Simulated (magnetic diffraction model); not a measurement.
**Magnetic neutron pattern of Li₃VB₂S₆**

Space group P-1 (no. 2), a = 6.2150 Å, b = 8.5550 Å, c = 9.7410 Å, α = 67.70°, β = 89.30°, γ = 87.62°.

| site | atom | x | y | z |
| --- | --- | --- | --- | --- |
| 2i | V | 0.6034 | 0.9843 | 0.1663 |
| 2i | S | 0.7216 | 0.0232 | 0.7160 |
| 2i | S | 0.1921 | 0.7748 | 0.9117 |
| 2i | S | 0.8744 | 0.8050 | 0.3383 |
| 2i | S | 0.2704 | 0.6427 | 0.5096 |
| 2i | S | 0.7628 | 0.5084 | 0.8019 |
| 2i | S | 0.5775 | 0.7387 | 0.0759 |
| 2i | B | 0.1297 | 0.8043 | 0.3978 |
| 2i | B | 0.6800 | 0.3420 | 0.9318 |
| 2i | Li | 0.8566 | 0.7364 | 0.8459 |
| 2i | Li | 0.6530 | 0.6086 | 0.5489 |
| 2i | Li | 0.8587 | 0.5564 | 0.2691 |

The compound is invented for this exercise: a known structure type with other elements, its cell scaled to their sizes and not relaxed.

Only V is taken to order (form factors of V3+); orders and moment sizes are assumed, and not adapted to the symmetry. Radiation: neutrons of λ = 2.52 Å (absorption by B left out), 8° to 40°; isotropic B of 0.26 Å² (V), 0.39 Å² (S), 0.52 Å² (B) and 0.45 Å² (Li). Simulated constant-wavelength pattern: nuclear and magnetic terms add, the magnetic one as |2.695 fm × Σ f S⊥ exp(2πi Q·r) exp(−B s²)|², summed over all Q at one angle with the factor 1/(sin²θ cos θ). For collinear order S is the moment m, which repeats by lattice and centring translations R with the sign exp(−2πi k·R). Free-ion form factors, Sears's scattering lengths of 1992, no absorption; a label names one of the reflections at its angle. The strongest nuclear line in the range is 100, and lines under 0.2 are left out.

Assume the order k = (0 1/2 0), collinear moments along [100], 1.25 μB on V; signs + at (0.6034, 0.9843, 0.1663), + at (0.3966, 0.0157, 0.8337).

Predict the pattern, nuclear and magnetic parts apart.

| 2θ (°) | index | nuclear | magnetic |
| --- | --- | --- | --- |
| 15.18 | (0 1/2 1) | 0.0 | 10.3 |
| 16.07 | (0 0 1) | 6.3 | 0.0 |
| 18.33 | (0 1 0) | 1.6 | 0.0 |
| 19.28 | (0 1 1) | 5.3 | 0.0 |
| 21.36 | (0 1/2 -1) | 0.0 | 5.6 |
| 25.53 | (1 -1/2 0) | 0.0 | 0.3 |
| 26.18 | (0 3/2 1) | 0.0 | 2.7 |
| 27.76 | (1 1/2 1) | 0.0 | 1.1 |
| 28.48 | (1 0 -1) | 2.5 | 0.0 |
| 28.58 | (1 0 1) | 79.3 | 0.0 |
| 28.80 | (0 1 -1) | 78.9 | 0.0 |
| 29.30 | (1 1 0) | 100.0 | 0.0 |
| 29.97 | (1 1 1) | 6.5 | 0.0 |
| 30.15 | (0 1/2 2) | 0.0 | 2.6 |
| 30.49 | (1 -1 0) | 27.9 | 0.0 |
| 30.63 | (0 1 2) | 17.4 | 0.0 |
| 31.57 | (1 1/2 -1) | 0.0 | 0.2 |
| 32.23 | (1 -1/2 1) | 0.0 | 1.2 |
| 32.47 | (0 0 2) | 10.4 | 0.0 |
| 33.82 | (0 3/2 2) | 0.0 | 2.1 |
| 34.37 | (0 2 1) | 1.8 | 0.0 |
| 34.68 | (1 3/2 1) | 0.0 | 1.2 |
| 35.79 | (1 3/2 0) | 0.0 | 0.3 |
| 36.91 | (1 1 -1) | 1.1 | 0.0 |
| 37.14 | (0 1/2 -2) | 0.0 | 1.4 |
| 37.16 | (0 2 0) | 21.5 | 0.0 |
| 37.25 | (0 3/2 -1) | 0.0 | 1.6 |
| 37.28 | (1 -3/2 0) | 0.0 | 0.6 |
| 38.36 | (1 1/2 2) | 0.0 | 0.2 |
| 38.52 | (1 1 2) | 5.3 | 0.0 |
| 38.68 | (-1 1/2 2) | 0.0 | 1.1 |
| 39.13 | (0 2 2) | 79.3 | 0.0 |
| 39.30 | (-1 1 2) | 92.5 | 0.0 |

The strongest magnetic line in the range is (0 1/2 1) at 15.18° (10.3). On top of the Lorentz factor, which all lines share, magnetic lines fade with angle because f falls: for V3+ it is 0.89, 0.63, 0.38 and 0.08 at sin θ/λ = 0.1, 0.2, 0.3 and 0.5 Å⁻¹, while nuclear lengths stay constant. The order has no net moment.
